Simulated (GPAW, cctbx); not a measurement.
## By hand: from a DFT structure factor to an extinction distance in Ca2ZrSnS6

Ca2ZrSnS6, Fm-3m (no. 225), a = 9.9373 Å, b = 9.9373 Å, c = 9.9373 Å, α = 90.00°, β = 90.00°, γ = 90.00°.

| atom | mult. | x | y | z |
| --- | --- | --- | --- | --- |
| Sn1 | 4 | 0 | 0 | 0 |
| Zr1 | 4 | 1/2 | 0 | 0 |
| Ca1 | 8 | 1/4 | 1/4 | 3/4 |
| S1 | 24 | 0 | 0 | 0.7506 |

The cell comes from substitution in a known structure type and wasn't matched to any measured phase.

A DFT run (GPAW, PBE, 450 eV, 4×4×4 k-points, Fermi–Dirac width 0.05 eV) gives the static X-ray structure factor of 020 as 307.015 e for the conventional cell; superposed free atoms give 305.144 e. **Problem.** Find the Fourier component V of the crystal potential and the two-beam extinction distance at 120 kV in both cases.

## 1. Geometry

The cell volume is Ω = 981.31 Å³ and d(020) = 4.9686 Å, so g = 1/d = 0.2013 Å⁻¹.

## 2. The nuclei

Electrons feel nuclei as well as electrons, so the nuclear charges are summed with the same phases.

Phase sums Σ exp(2πi h·x), turned so that the total is real and positive: Sn +4.000, Zr +4.000, Ca -8.000, S +8.000. Then F_Z = 50 × (+4.000) + 40 × (+4.000) + 20 × (-8.000) + 16 × (+8.000) = 328.00 e. The electron term has the same sign for this reflection.

## 3. Mott–Bethe

Poisson's equation, term by term, gives V = (e/4πε₀)(F_Z − F)/(πΩg²), with e/4πε₀ = 14.3996 V Å.

The prefactor is 14.3996 × 4.9686²/(π × 981.31) = 0.11531 V per electron. Free atoms: (328.00 − 305.144) × 0.11531 = 2.636 V. Crystal: (328.00 − 307.015) × 0.11531 = 2.420 V. F changes by +0.61 % and V by -8.2 %: the same 1.87 e is measured against F_Z − F = 22.9 e in place of F = 305.1 e.

## 4. Extinction distance

In the two-beam case ξ = 1/(λU) with U = 2γm₀eV/h², that is ξ = 150.41 V Å²/(γλV).

At 120 kV, λ = 0.03349 Å and γ = 1.2348. Free atoms: ξ = 1380 Å. Crystal: ξ = 1503 Å. The thickness fringes go as sin²(πt/ξ), so the two patterns slip by a quarter of a period when t|1/ξ₁ − 1/ξ₀| = 1/4, at t ≈ 421 nm. Thermal motion, absorption and many-beam coupling, left out here, change a real pattern.

## 5. Answer

V(020) is 2.42 V against 2.64 V, and ξ is 1503 against 1380 Å. Limits: static atoms, two beams.
